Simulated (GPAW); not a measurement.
# Magnetic state of Fe from several starts, part 2 of 2

Aim: find out whether Fe carries moments, and which collinear order costs least.

GPAW 26.7.0; LDA; plane waves with GPAW's PAW setups, scalar-relativistic.

So far, largest spin moment in the augmentation sphere (μB): step 2 (start 1: ferro +) 2.23; step 3 (order 2, typed as antiferro q=(0,0,1/2) +-) 1.95.

The database entry behind the starting cell differs from later determinations by our own check (an axis about 0.7 % long against later determinations), so it need not match the best structure at ambient conditions.

## Step 4: Order 3, typed as antiferro q=(1/2,1/2,1/2) +-

An opposed order shows whether the pairs that it reverses prefer unlike signs.

The cell is doubled to 2 atoms to hold this order. Its mesh is chosen so that both cells sample the same points.

order3.py reads:

```python
import json
import numpy as np
from ase import Atoms
from ase.parallel import paropen, parprint
from gpaw import GPAW

atoms = Atoms(['Fe', 'Fe'],
    cell=[[-2.886, 2.886, 2.886],
         [0.0, 0.0, 2.886],
         [0.0, 2.886, 0.0]],
    scaled_positions=[[0.0, 0.0, 0.0],
         [0.5, 0.0, 0.0]],
    pbc=True,
    magmoms=[2.8, -2.8])
atoms.calc = GPAW(mode={'name': 'pw', 'ecut': 550},
    xc='LDA',
    kpts={'size': (7, 14, 14), 'gamma': True},
    occupations={'name': 'fermi-dirac', 'width': 0.1},
    convergence={'density': 1e-05, 'energy': 1e-05},
    maxiter=200,
    txt='order3.txt')
e = atoms.get_potential_energy(force_consistent=True)
res = {'free_energy': e, 'energy_sigma0': atoms.get_potential_energy(), 'fermi_energy': atoms.calc.get_fermi_level()}
res['moments'] = atoms.get_magnetic_moments().tolist()
res['total'] = atoms.get_magnetic_moment()
parprint('site moments (muB):', np.round(res['moments'], 3))
parprint(f"total moment: {res['total']:.3f} muB")
parprint(f'free energy: {e:.6f} eV')
atoms.calc.write('order3.gpw')
with paropen('results.json', 'w') as f:
    json.dump(res, f)
```

Started as:

```console
OMP_NUM_THREADS=1 mpirun -n 2 gpaw python order3.py > order3.log
```

Numbers of over 12 decimals in the logs are rounded to 6 here.

Output:

```text
UserWarning: Initial realspace grid (28,16,16) inconsistent with symmetries.
UserWarning: Initial realspace grid (28,16,16) inconsistent with symmetries.
UserWarning: Using symmetrized grid: (28,28,28).

UserWarning: Using symmetrized grid: (28,28,28).

site moments (muB): [ 1.533 -1.533]
total moment: -0.000 muB
free energy: -19.242885 eV

--- order3.txt ---
Input parameters:
  mode=PW(ecut=550),
[...]
|          3 |         7.422 |     1.000 |         7.422 |     1.000 |
|          4 |         7.422 |     1.000 |         7.422 |     1.000 |
[...]
|         10 |        10.170 |     0.000 |        10.170 |     0.000 |
|         11 |        17.533 |     0.000 |        17.533 |     0.000 |
|         12 |        17.533 |     0.000 |        17.533 |     0.000 |
|         13 |        17.533 |     0.000 |        17.533 |     0.000 |

No gap
No difference between direct/indirect transitions

[key lines of the parts left out:]
Free energy:     -19.242885
Converged in 20 steps
dipole moment: (7.130723, -21.392141, -21.392141)  # |e|*Ang
Fermi level: 9.157
```

It took 5.2 min on 2 MPI ranks of Arm Neoverse N1, shared host; peak memory 0.48 GiB.

Spin moment in the augmentation sphere by atom:

```
atom  spin moment in the augmentation sphere (μB)
 Fe1                                         1.53
 Fe2                                        -1.53
```

This step gave:

| Property | Result |
| --- | --- |
| magnetization | 0 μB |
| final state | antiferromagnetic |

It lies 380 meV a seeded atom over the first start, and its largest moment is 1.53 μB against 2.23 μB.

## Step 5: Run 4 (no spin polarisation)

A run without seeds gives the energy of the state without moments.

nospin.py reads:

```python
import json
import numpy as np
from ase import Atoms
from ase.parallel import paropen, parprint
from gpaw import GPAW

atoms = Atoms(['Fe'],
    cell=[[-1.443, 1.443, 1.443],
         [1.443, -1.443, 1.443],
         [1.443, 1.443, -1.443]],
    scaled_positions=[[0.0, 0.0, 0.0]],
    pbc=True)
atoms.calc = GPAW(mode={'name': 'pw', 'ecut': 550},
    xc='LDA',
    kpts={'size': (14, 14, 14), 'gamma': True},
    occupations={'name': 'fermi-dirac', 'width': 0.1},
    convergence={'density': 1e-05, 'energy': 1e-05},
    maxiter=200,
    txt='nospin.txt')
e = atoms.get_potential_energy(force_consistent=True)
res = {'free_energy': e, 'energy_sigma0': atoms.get_potential_energy(), 'fermi_energy': atoms.calc.get_fermi_level()}
parprint(f'free energy: {e:.6f} eV')
atoms.calc.write('nospin.gpw')
with paropen('results.json', 'w') as f:
    json.dump(res, f)
```

Started as:

```console
OMP_NUM_THREADS=1 mpirun -n 2 gpaw python nospin.py > nospin.log
```

Output:

```text
free energy: -9.570704 eV

--- nospin.txt ---
Input parameters:
  mode=PW(ecut=550),
  convergence={'density': 1e-05, 'energy': 1e-05},
  kpts=MonkhorstPack(size=(14, 14, 14), gamma=True),
  maxiter=200,
  occupations=Occupations(name='fermi-dirac', width=0.1),
  xc=XC(name='LDA')

Diagonalizing LCAO Hamiltonian
Converting LCAO to pw mode

       Fe

Atoms  # Å, Bohr magnetons
[...]
|------------|---------------|-----------|
|          0 |         0.818 |     2.000 |
|          1 |         7.512 |     2.000 |
|          2 |         7.512 |     2.000 |
|          3 |         7.512 |     2.000 |
|          4 |         8.950 |     1.161 |
|          5 |         8.950 |     1.161 |
|          6 |        18.101 |     0.000 |
|          7 |        18.101 |     0.000 |
|          8 |        18.101 |     0.000 |

No gap
No difference between direct/indirect transitions

[key lines of the parts left out:]
Free energy:      -9.570704
Converged in 13 steps
dipole moment: (-3.569296, -3.569296, -3.569296)  # |e|*Ang
Fermi level: 8.982
```

It took 15 s on 2 MPI ranks; peak memory 0.3 GiB.

Read from the output:

```yaml
final_state: non-magnetic (no spin polarisation)
```

It lies 430 meV a seeded atom over the first start.

## Step 6: Energies of the orders

These are free energies at a smearing of 0.1 eV, so its entropy term is in the differences. They are divided by the number of seeded atoms, so that cells of unlike size compare. Wavevectors q in the names are fractions of the reciprocal vectors of the first run's cell.

Orders:

```
                       start        final state  typed order kept  energy over the lowest (meV a seeded atom)  largest site moment (μB)  net moment (μB a primitive cell)  mesh matched  CPU time (s)
                     ferro +      ferromagnetic               yes                                           0                     2.226                             2.228           yes         49.74
    antiferro q=(0,0,1/2) +-  antiferromagnetic               yes                                         197                     1.953                                 0           yes         434.9
antiferro q=(1/2,1/2,1/2) +-  antiferromagnetic               yes                                       379.6                     1.533                                 0           yes         627.5
        no spin polarisation       non-magnetic                 -                                       430.3                         0                                 0           yes         29.58
```

## Step 7: Summary of results

```yaml
lowest_state_found: ferromagnetic (typed ferro +)
largest_site_moment: 2.23 μB
next_state: antiferromagnetic, 197 meV a seeded atom higher
energy_gained_by_spin_polarisation: 430 meV a seeded atom
```

In words: The lowest state found is ferromagnetic, reached from the start ferro +, with moments up to 2.23 μB. The next state costs 197 meV a seeded atom. Only 4 starts are shown; other collinear patterns, canted and longer-period orders are not.

[Logs and program files are shortened in this print: banners, set-up blocks, solver, clock and traceback lines can be left out without a mark of their own.]

[Logs are printed without paths, hosts, clocks, repeated set-up lines and the standing remarks that a program may print on its own settings, such as how far it seeks lower states.]

[Hosts, paths, dates, database ids (printed as entryN), source tags and the programs' standing remarks are cut or masked in the printed files.]

[Where a cell is said to come from a database of computed structures, the database is the Materials Project.]
